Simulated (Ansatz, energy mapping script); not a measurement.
# LiNiSe2 in the alpha-NaFeO2 structure: J from the energies of magnetic orders

Aim: the exchange couplings of LiNiSe2 in the alpha-NaFeO2 structure from the energies of a few collinear orders, and the ordering temperature that they give.

Main program and level: Ansatz 0.2.0; PBEsol with U = 7.8 eV on Ni d, ortho-atomic projectors; plane waves, U on orthogonalised atomic orbitals unless named otherwise, collinear spin, no spin–orbit coupling.

### Step 1. The structure

It takes space group R-3m (No. 166, trigonal). The conventional cell has a = 3.596 Å, b = 3.596 Å, c = 18.302 Å, α = 90.00°, β = 90.00°, γ = 120.00°. Nearest to Li lie 6 Se at 2.65 Å. Nearest to Ni lie 6 Se at 2.51 Å. Se has 3 Ni at 2.51 Å and 3 Li at 2.65 Å nearest. alpha-NaFeO2 prototype, lattice guessed from radii. Farther neighbours and most contacts between anions are not listed.

This cell was built for the study (alpha-NaFeO2 prototype, lattice guessed from radii), not taken from an experiment; the compound need not form in this structure.

The cell was relaxed beforehand in Ansatz under PBE with U = 6.9 eV on Ni d, ortho-atomic projectors, D3(BJ) dispersion, from parallel moments.

The U corrects the self-interaction that lets semilocal functionals spread d and f electrons too far. Its value here is typed, not computed.

### Step 2. A first run with parallel moments

One run in the crystal's own cell, under PBEsol with U = 6.6 eV on Ni d, ortho-atomic projectors, shows which elements keep a moment. Transition or f elements with 0.3 μB or more enter the spin model; moments induced on other atoms do not.

The input, input.yaml:

```yaml
crystal:
  lattice:
    - [1.798064091, 1.038129838, 6.100697506]
    - [-1.798064091, 1.038129838, 6.100697506]
    - [0.0, -2.076208523, 6.10070621]
  atoms:
    - { symbol: Li, position: [0.0, 0.0, 0.0] }
    - { symbol: Ni, position: [0.5, 0.5, 0.5], spin: 2.0 }
    - { symbol: Se, position: [0.243619626, 0.243619626, 0.243619626] }
    - { symbol: Se, position: [0.756380374, 0.756380374, 0.756380374] }
magnetization:
  spin_polarized: true
kpoints:
  mp_grid: { grid: [8, 8, 8] }
hamiltonian:
  xc: pbesol
  hubbard:
    sites: [{ species: Ni, l: d, u_eff: 6.6 }]
    projectors: ortho-atomic
scf:
  occupations: { method: fermi_dirac, width: 0.05 }
output:
  eigenvalues: true
```

Started as:

```
ansatz run input.yaml --threads 4 --pin off --max-ram 8192MiB --backend cpu --events-out ev --progress --plain --runs-dir out
```

Numbers of over 12 decimals in the logs are rounded to 6 here.

Log:

```text
basis.fft_grid_basis auto: the FFT boxes are laid along the combinations [[1, 0, -1], [0, 1, -1], [0, 0, 1]] of the cell's own vectors, 3.596, 3.596 and 6.444 Å long. The dense box has 25×25×45 points. Along the cell's own vectors, as sized, it would have 45×45×45, 3.24 times as many. Of the 12 symmetry operations that the crystal satisfies within crystal.symmetry.tolerance (time reversal apart; of a slab, those that [...]
Engine: ansatz 0.2.0, aarch64-unknown-linux-gnu
Pseudopotentials: kind: paw
Pseudopotential: Li, paw, valence charge 3, recommended cutoff 420 eV (normal), Li.paw.azcp
Pseudopotential: Ni, paw, valence charge 18, recommended cutoff 420 eV (normal), Ni.paw.azcp
Pseudopotential: Se, paw, valence charge 16, recommended cutoff 420 eV (normal), Se.paw.azcp
Functional definition: PBEsol
  exchange = pbesol_x
  correlation = pbesol_c
Crystal: 4 atoms, lattice volume = 68.325 Å³
Basis set: ecut = 420 eV, 1317 PW (Γ), FFT grids on a1−a3, a2−a3, a3
Bands: 33, of which v1, the nominal top of the filled ones, is band 27 counted from 1 (26 counted from 0)
Symmetry: 12 space group operations
Space group: R-3m (ITA 166), of the structure as read, at distance tolerance 4.1e-5 Å
Magnetic group: BNS 166.97 (UNI 1327), of the structure as read, at distance tolerance 4.1e-5 Å
k-points: 65 of 512
Non-local potential: Li, projectors of the file, l = 0: 3, l = 1: 2, l = 2: 1
Non-local potential: Ni, projectors of the file, l = 0: 3, l = 1: 2, l = 2: 3, l = 3: 1
Non-local potential: Se, projectors of the file, l = 0: 2, l = 1: 2, l = 2: 3, l = 3: 1
PAW form: soft (Blöchl's): semilocal exchange-correlation on the pseudo side does not see the compensation charge
PAW frozen core: Ni, regenerated for the run's functional, and the local potential with it (the file was generated under x = pbe(κ = 0.804, μ = 0.219515), c = pbe(β = 0.066725))
PAW frozen core: Se, regenerated for the run's functional, and the local potential with it (the file was generated under x = pbe(κ = 0.804, μ = 0.219515), c = pbe(β = 0.066725))
PAW one-centre angular grid: Li, 110 points (default); XC on 64 Gauss nodes
PAW one-centre angular grid: Ni, 590 points (default); XC on 64 Gauss nodes
PAW one-centre angular grid: Se, 590 points (default); XC on 64 Gauss nodes
Initial density: superposition of atomic densities (chi_scale 0.1, normalization cell, long waves kept (reshape's long-wave potential 0.03 eV rms))
Starting moments: Σ|m| = 2 μB on 1 of 4 sites
Initial wavefunctions: pseudopotential atomic-orbital guess
Functional: x = pbesol(κ = 0.804, μ = 0.123457), c = pbesol(β = 0.046)
[...]
SCF iter  24: F=—  HF=-16856.102947 eV  |F-HF|=—  |Δ(HF+E_count)|=   2.59e-8  Δρ=2.81e-5 (↑8.58e-6 ↓2.81e-5)  dr2=8.19e-7  dr2_m=6.48e-8  M=1.150 μB ∫|m|=1.603 μB  β_m=0.98  ethr=1.29e-9  ⟨swp⟩=2.0  Hψ=5297  notcnv=0  defer=208
SCF iter  25: F=—  HF=-16856.102947 eV  |F-HF|=—  |Δ(HF+E_count)|=   1.60e-8  Δρ=1.76e-5 (↑7.06e-6 ↓1.76e-5)  dr2=3.78e-7  dr2_m=1.85e-8  M=1.150 μB ∫|m|=1.603 μB  β_m=0.99  ethr=1.29e-9  ⟨swp⟩=1.0  Hψ=4083  notcnv=0  defer=208
iter 26 met the thresholds in force, and the SCF goes on: an eigenvalue changes by 0.82 meV, over its tolerance of 0.50 meV (output.eigenvalues, Limitations)
SCF iter  26: F=-16856.102947 eV  HF=-16856.102947 eV  |F-HF|=1.48e-8  |Δ(HF+E_count)|=   2.99e-8  Δρ=2.77e-6 (↑1.74e-6 ↓2.77e-6)  dr2=9.95e-9  dr2_m=2.72e-10  M=1.150 μB ∫|m|=1.603 μB  β_m=0.78  ethr=1.89e-10  ⟨swp⟩=7.2  Hψ=14174  notcnv=0
SCF iter  27: F=-16856.102947 eV  HF=-16856.102947 eV  |F-HF|=1.20e-10  |Δ(HF+E_count)|=   2.72e-9  Δρ=4.64e-7 (↑2.59e-7 ↓4.64e-7)  dr2=4.20e-11  dr2_m=5.56e-11  M=1.150 μB ∫|m|=1.603 μB  ethr=1.88e-11  ⟨swp⟩=1.0  Hψ=12117  notcnv=0
SCF 1 converged in 27 iterations: F = -16856.102947 eV  dr2 = 4.20e-11
[...]
SCF converged after 27 iterations
an eigenvalue changed by more than its tolerance at an iteration that met the thresholds in force, so the SCF went on 1 time: the last check found none over its tolerance
Magnetization: 1.1495 μB (27.0748 up, 25.9252 down)
Absolute magnetization: 1.5952 μB (∫|ρ↑−ρ↓|, with the PAW one-centre terms)
Spin contamination: 0.3251 ħ² per cell (⟨S²⟩ above its minimum at these occupations)
Per-site moments (μB) at R_I (Å): [(0.028345, 1.091895), (1.285948, 1.034899), (-0.068962, 1.034899), (-0.068962, 1.034899)]
Free energy (F): -16856.102947 eV
Harris-Foulkes:  -16856.102947 eV  (|F-HF|=1.20e-10)
Internal energy: -16856.086261 eV  (E = F + TS)
E sigma→0 (E₀):  -16856.094604 eV
Entropy (-TS):   -0.016685 eV (-4.171 meV/atom)
Fermi energy:    9.090249 eV
--- Per-component energies (eV) ---
  E_band       = -1256.155651
  E_kinetic    = 539.104243
  E_local      = -10011.516152  (includes V_loc(G=0)·N_el)
  E_nonlocal   = -576.036981
  E_hartree    = 4619.549920
  E_xc         = -300.590193
  E_vxc        = -317.780095  (∫ρ·V_xc dr)
  E_hubbard    = 1.834594  (on-site DFT+U / exact-exchange correction)
  E_vhub       = -24.710997  (the Hubbard potential's part of the band-sum identity)
  E_paw        = -5353.363689  (= ΣΔE_a)
  E_vpaw       = -104.314597  (= ΣTr[D̂ρ^β])
  E_aug_tail   = -0.000824  (compensation charges beyond the density's cutoff)
  E_ewald      = -5777.281370
  E_core_change = 2.214190  (= ΣΔE_core)
  E_smearing   = -0.016685  (= −TS)
  E_closure    = -0.000000  (closes the sum)
  Σ components = -16856.102947   (vs F -16856.102947, Δ=0.00e0)
--- Band table (eV; the first three rows and the last of 130) ---
  k-point 0 ↑: bands = [... 23 lower, 9.1326, 9.4573, 9.4573, 9.8789, 9.8789, 13.6055, 13.9145, 16.0016, ... 2 higher]
  k-point 1 ↑: bands = [... 23 lower, 8.3515, 8.8830, 9.1613, 9.1661, 9.7034, 14.3419, 14.7215, 16.1413, ... 2 higher]
  k-point 2 ↑: bands = [... 23 lower, 6.5650, 7.3805, 8.5076, 9.0575, 9.3889, 14.0106, 15.5754, 16.2983, ... 2 higher]
  k-point 64 ↓: bands = [... 23 lower, 7.5512, 9.2382, 9.2382, 11.2970, 11.2970, 14.6471, 14.7018, 17.2051, ... 2 higher]
Occupation matrices written to <dir>
```

The job ended after 8.8 s (4 threads of Arm Neoverse V2, shared host; peak memory 0.57 GiB).

Spin moment in the sphere by atom:

```csv
atom,spin moment in the sphere (μB)
Li1,0.03
Ni2,1.29
Se3,-0.07
Se4,-0.07
```

The run ends ferromagnetic; Ni carries the moments.

### Step 3. One set of occupation matrices for all orders

A corrected shell can settle in several orbital fillings. One parallel run, with an occupation width a fifth wider than the orders use, therefore is to supply the occupation matrices. All orders start from them.

input.yaml, the sections that differ from step 2:

```yaml
kpoints:
  mp_grid: { grid: [12, 12, 12] }
hamiltonian:
  xc: pbesol
  hubbard:
    sites: [{ species: Ni, l: d, u_eff: 7.8 }]
    projectors: ortho-atomic
scf:
  occupations: { method: fermi_dirac, width: 0.036 }
# crystal, magnetization, output: as in step 2
```

Log:

```text
[...]
Crystal: 4 atoms, lattice volume = 68.325 Å³
Basis set: ecut = 420 eV, 1317 PW (Γ), FFT grids on a1−a3, a2−a3, a3
Bands: 33, of which v1, the nominal top of the filled ones, is band 27 counted from 1 (26 counted from 0)
Symmetry: 12 space group operations
[...]
k-points: 189 of 1728
[...]
Starting moments: Σ|m| = 2 μB on 1 of 4 sites
[...]
SCF iter   1: F=—  HF=-16860.762038 eV  |F-HF|=—  |Δ(HF+E_count)|=         —  Δρ=2.35e-1 (↑4.23e-2 ↓2.35e-1)  dr2=4.25e1  dr2_m=6.39e0  M=0.239 μB ∫|m|=0.270 μB  β_m=0.30  ethr=3.10e-3  ⟨swp⟩=6.0  Hψ=47076  notcnv=0
[...]
SCF iter  15: F=—  HF=-16856.146765 eV  |F-HF|=—  |Δ(HF+E_count)|=   2.78e-2  Δρ=3.02e-2 (↑2.63e-2 ↓3.02e-2)  dr2=2.35e0  dr2_m=2.45e-3  M=1.051 μB ∫|m|=2.192 μB  β_m=0.30  ethr=5.22e-5  ⟨swp⟩=2.0  Hψ=14080  notcnv=0  defer=620
[...]
spin-set hold released at iteration 15 (site moments contracting): the magnetisation degrees of freedom join the quasi-Newton model from the next iteration; the mixer history was flushed
SCF iter  16: F=—  HF=-16855.860225 eV  |F-HF|=—  |Δ(HF+E_count)|=   2.87e-1  Δρ=8.93e-3 (↑8.93e-3 ↓7.19e-3)  dr2=3.86e-1  dr2_m=8.11e-4  M=1.081 μB ∫|m|=2.076 μB  β_m=0.35  ethr=5.22e-5  ⟨swp⟩=3.8  Hψ=29539  notcnv=0  defer=621
[...]
SCF iter  26: F=-16855.793326 eV  HF=-16855.793326 eV  |F-HF|=1.18e-9  |Δ(HF+E_count)|=   8.97e-8  Δρ=3.20e-6 (↑8.73e-7 ↓3.20e-6)  dr2=6.61e-9  dr2_m=1.14e-9  M=1.109 μB ∫|m|=1.779 μB  ethr=8.43e-11  ⟨swp⟩=1.1  Hψ=35859  notcnv=0
SCF 1 converged in 26 iterations: F = -16855.793326 eV  dr2 = 6.61e-9
[...]
Symmetry: 6 space group operations
k-points: 294 of 1728
[...]
Starting moments: Σ|m| = 2 μB on 1 of 4 sites; this step starts from the density that it was given
[...]
SCF 2 converged in 4 iterations: F = -16855.793326 eV  dr2 = 6.71e-9
an SCF along what the orbitals of the run's state read of its open shells (or to have them read: on a GPU, or by another smearing), with 6 of the crystal's symmetry operations given up (294 k-points in place of 189), reached no lower state that the run goes on to. This is no proof of a minimum
SCF converged after 26 iterations
[...]
Magnetization: 1.1093 μB (27.0546 up, 25.9454 down)
Absolute magnetization: 1.7656 μB (∫|ρ↑−ρ↓|, with the PAW one-centre terms)
[...]
Per-site moments (μB) at R_I (Å): [(0.023992, 1.091895), (1.371599, 1.034899), (-0.108127, 1.034899), (-0.108127, 1.034899)]
Free energy (F): -16855.793326 eV
[...]
Internal energy: -16855.786690 eV  (E = F + TS)
E sigma→0 (E₀):  -16855.790008 eV
Entropy (-TS):   -0.006636 eV (-1.659 meV/atom)
Fermi energy:    9.098636 eV
[...]
--- Band table (eV; the first three rows and the last of 378) ---
  k-point 0 ↑: bands = [... 23 lower, 9.1790, 9.5041, 9.5041, 9.8565, 9.8565, 13.6097, 13.9226, 16.0021, ... 2 higher]
  k-point 1 ↑: bands = [... 23 lower, 8.9270, 9.1902, 9.3494, 9.3569, 9.7805, 14.0177, 14.4275, 15.9596, ... 2 higher]
  k-point 2 ↑: bands = [... 23 lower, 7.7182, 8.3658, 8.9788, 9.1818, 9.6003, 14.4381, 15.0151, 16.6048, ... 2 higher]
  k-point 188 ↓: bands = [... 23 lower, 7.6930, 9.2313, 9.2313, 11.4450, 11.4450, 14.6309, 14.6878, 17.1653, ... 2 higher]
Occupation matrices written to <dir>
```

It took 66 s on 4 threads; peak memory 3.4 GiB.

This step gave:

* final state: ferromagnetic
* electrons in the corrected shells: 8.545 e
* largest moment: 1.372 μB

### Step 4. Parallel start in cell A (8 atoms)

The parallel order is the zero of energy for this cell and mesh.

The input, input.yaml:

```yaml
crystal:
  lattice:
    - [-1.798064091, 3.114338361, -8.704e-06]
    - [-5.394192273, -3.114338361, 8.704e-06]
    - [1.798064091, 1.038129838, 6.100697506]
  atoms:
    - { symbol: Li, position: [0.5, 0.5, 0.0] }
    - { symbol: Li, position: [0.0, 0.0, 0.0] }
    - { symbol: Ni, position: [0.5, 0.0, 0.5], spin: 2.0 }
    - { symbol: Ni, position: [0.0, 0.5, 0.5], spin: 2.0 }
    - { symbol: Se, position: [0.5, 0.743619626, 0.730858878] }
    - { symbol: Se, position: [0.0, 0.243619626, 0.730858878] }
    - { symbol: Se, position: [0.5, 0.256380374, 0.269141122] }
    - { symbol: Se, position: [0.0, 0.756380374, 0.269141122] }
magnetization:
  spin_polarized: true
kpoints:
  mp_grid: { grid: [10, 6, 6] }
hamiltonian:
  xc: pbesol
  hubbard:
    sites:
      - { species: Ni, l: d, u_eff: 7.8 }
      - { site: 2, l: d, u_eff: 7.8, starting_ns: [{ spin: up, occupation_matrix: ni2_major }, { spin: down, occupation_matrix: ni2_minor }] }
      - { site: 3, l: d, u_eff: 7.8, starting_ns: [{ spin: up, occupation_matrix: ni2_major }, { spin: down, occupation_matrix: ni2_minor }] }
    projectors: ortho-atomic
    occupation_matrices:
      ni2_major:
        matrix:
          - [0.995, 0.0, 0.0, 0.0, 0.0]
          - [0.0, 0.983, 0.0, 0.0, 0.009]
          - [0.0, 0.0, 0.983, 0.009, 0.0]
          - [0.0, 0.0, 0.009, 0.989, 0.0]
          - [0.0, 0.009, 0.0, 0.0, 0.989]
      ni2_minor:
        matrix:
          - [0.993, 0.0, 0.0, 0.0, 0.0]
          - [0.0, 0.531, 0.0, 0.0, 0.317]
          - [0.0, 0.0, 0.531, 0.317, 0.0]
          - [0.0, 0.0, 0.317, 0.775, 0.0]
          - [0.0, 0.317, 0.0, 0.0, 0.775]
scf:
  occupations: { method: fermi_dirac, width: 0.03 }
output:
  eigenvalues: true
  write_density: true
  write_potential: true
  elf: true
  volumetric_format: npy
```

Log:

```text
Warning: crystal.symmetry: narrowed to the stabiliser of the occupation matrices — unitary ops 8 → 4; lowered by the specified shells (site 2, l: d), (site 3, l: d); largest admitted image defect 4.4e-16, smallest excluded 3.4e-6 — at a rounding scale rather than a splitting's, so precision (not physics) most likely lowered the group: (i) a fixed point transcribed at too few decimals — re-emit the block at full precision (to 7 decimals or more, rounded to nearest) from a symmetrised source (a converged report's `n_mat` / `n_mat_spinor`) (of a frozen-density pass: in the run whose state it reads); [rest of the remark cut]
[...]
Crystal: 8 atoms, lattice volume = 136.650 Å³
Basis set: ecut = 420 eV, 2645 PW (Γ)
Bands: 66, of which v1, the nominal top of the filled ones, is band 53 counted from 1 (52 counted from 0)
Symmetry: 4 space group operations
k-points: 184 of 360
[...]
Starting moments: Σ|m| = 4 μB on 2 of 8 sites
[...]
SCF iter   1: F=—  HF=-33720.829373 eV  |F-HF|=—  |Δ(HF+E_count)|=         —  Δρ=2.23e-1 (↑4.17e-2 ↓2.23e-1)  dr2=7.70e1  dr2_m=1.12e1  M=0.725 μB ∫|m|=0.793 μB  β_m=0.30  ethr=3.10e-3  ⟨swp⟩=6.0  Hψ=83729  notcnv=0  defer=136
[...]
SCF iter  16: F=-33711.580386 eV  HF=-33711.580386 eV  |F-HF|=1.94e-8  |Δ(HF+E_count)|=   1.77e-7  Δρ=2.41e-6 (↑1.84e-6 ↓2.41e-6)  dr2=4.42e-8  dr2_m=7.91e-10  M=2.226 μB ∫|m|=3.555 μB  ethr=9.43e-11  ⟨swp⟩=8.5  Hψ=96185  notcnv=0
SCF 1 converged in 16 iterations: F = -33711.580386 eV  dr2 = 4.42e-8
[...]
SCF converged after 16 iterations
Magnetization: 2.2258 μB (54.1129 up, 51.8871 down)
Absolute magnetization: 3.5285 μB (∫|ρ↑−ρ↓|, with the PAW one-centre terms)
[...]
Per-site moments (μB) at R_I (Å): [(0.024019, 1.091895), (0.024019, 1.091895), (1.372223, 1.034899), (1.372223, 1.034899), (-0.107150, 1.034899), (-0.107150, 1.034899), (-0.107150, 1.034899), (-0.107150, 1.034899)]
Free energy (F): -33711.580386 eV
[...]
Internal energy: -33711.571018 eV  (E = F + TS)
E sigma→0 (E₀):  -33711.575702 eV
Entropy (-TS):   -0.009368 eV (-1.171 meV/atom)
Fermi energy:    9.107642 eV
[...]
--- Specified on-site occupations, and those of the state reported ---
  electrons in the specified blocks: 17.0880 specified, 17.0904 found
  site 3 (l=d) ↑: largest change of an orbital's occupation 0.0010; electrons 4.9390 specified, 4.9397 found; spectral distance 0.0011
[...]
site 2 (l=d) ↓: largest change of an orbital's occupation 0.0004; electrons 3.6050 specified, 3.6055 found; spectral distance 0.0007
[...]
--- Band table (eV; the first three rows and the last of 368) ---
  k-point 0 ↑: bands = [... 49 lower, 9.1790, 9.5026, 9.5033, 9.5955, 9.7071, 9.8549, 9.8558, 12.2911, ... 9 higher]
  k-point 1 ↑: bands = [... 49 lower, 8.6657, 9.1263, 9.4602, 9.4608, 9.5460, 9.8879, 9.8888, 12.4760, ... 9 higher]
  k-point 2 ↑: bands = [... 49 lower, 7.6055, 8.2562, 9.2073, 9.3911, 9.3917, 9.9382, 9.9391, 12.7961, ... 9 higher]
  k-point 183 ↓: bands = [... 49 lower, 7.6154, 7.8026, 7.8026, 11.4120, 11.4120, 11.5056, 11.5056, 12.4944, ... 9 higher]
Occupation matrices written to <dir>
```

The job ended after 83 s (4 threads; peak memory 2.5 GiB; 5.4 min of CPU time).

Spin moment in the sphere by atom:

```csv
atom,spin moment in the sphere (μB)
Li1,0.02
Li2,0.02
Ni3,1.37
Ni4,1.37
Se5,-0.11
Se6,-0.11
Se7,-0.11
Se8,-0.11
```

The run ends ferromagnetic.

Spin density in the bc plane at fractional x = 0.000, with atoms of Li and Ni and Se within 0.2 Å of it.

Values in e/Å³, 9 rows by 16 columns, each cell a mean:
```
0.0 0.0 0.0 0.0 0.0 0.0 0.0 0.0 0.0 0.0 0.0 0.0 0.0 0.0 0.0 0.0
0.0 0.0 0.0 0.0 0.0 0.0 0.0 0.0 0.0 0.0 0.0 0.0 0.0 0.0 0.0 0.0
0.0 0.0 0.0 0.0 0.0 0.0 0.0 0.0 0.0 0.0 0.0 0.0 0.0 0.0 0.0 0.0
0.0 0.0 0.0 0.0 0.0 0.0 0.1 0.5 0.5 0.2 0.0 0.0 0.0 0.0 0.0 0.0
0.0 0.0 0.0 0.0 0.0 0.0 0.1 1.9 3.2 0.6 0.0 0.0 0.0 0.0 0.0 0.0
0.0 0.0 0.0 0.0 0.0 0.0 0.0 0.1 0.2 0.1 0.0 0.0 0.0 0.0 0.0 0.0
0.0 0.0 0.0 0.0 0.0 0.0 0.0 0.0 0.0 0.0 0.0 0.0 0.0 0.0 0.0 0.0
0.0 0.0 0.0 0.0 0.0 0.0 0.0 0.0 0.0 0.0 0.0 0.0 0.0 0.0 0.0 0.0
0.0 0.0 0.0 0.0 0.0 0.0 0.0 0.0 0.0 0.0 0.0 0.0 0.0 0.0 0.0 0.0
```
Columns run along b (6.2 Å), rows up along c (6.4 Å). Atoms in or near the plane, at fractional coordinates: Li at (0.00, 0.00), Ni at (0.50, 0.50), Se at (0.24, 0.73), Se at (0.76, 0.27).

ELF in the bc plane at fractional x = 0.000, with atoms of Li and Ni and Se within 0.2 Å of it. It is the smooth field of the valence electrons, not physical close to the nuclei.

Ten even steps from '_' (0.28 × 1e-1) to '@' (9.77 × 1e-1), each cell a mean:
```
%%::__==******==..____________::@@
__..++##%%%%%%##--______________..
..++##%%####%%##==..______________
--**##**--++####==..______..______
==####--..==##**::..........______
==####++++####==..........________
--**########==..::--::....________
::==++++++--..::==++--......______
....::::....::==**==::..::====--::
..________..::--==::..==**####**==
::________....::::..==####**####**
::______..........--####==::++##**
..______....____..++##**::::**##++
________________::**####****####==
________________::**##%%%%%%##++..
**--____________..==########++..::
@@**____..::::..__..--====::__..%%
```
Columns run along b (6.2 Å), rows up along c (6.4 Å). Atoms in or near the plane, at fractional coordinates: Li at (0.00, 0.00), Ni at (0.50, 0.50), Se at (0.24, 0.73), Se at (0.76, 0.27).

(Continued in part 2 of 3.)

[Logs and program files are shortened in this print: banners, set-up blocks, solver, clock and traceback lines can be left out without a mark of their own.]

[Logs are printed without paths, hosts, clocks, repeated set-up lines and the standing remarks that a program may print on its own settings, such as how far it seeks lower states.]

[Hosts, paths, dates, database ids (printed as entryN), source tags and the programs' standing remarks are cut or masked in the printed files.]

[Where a cell is said to come from a database of computed structures, the database is the Materials Project.]
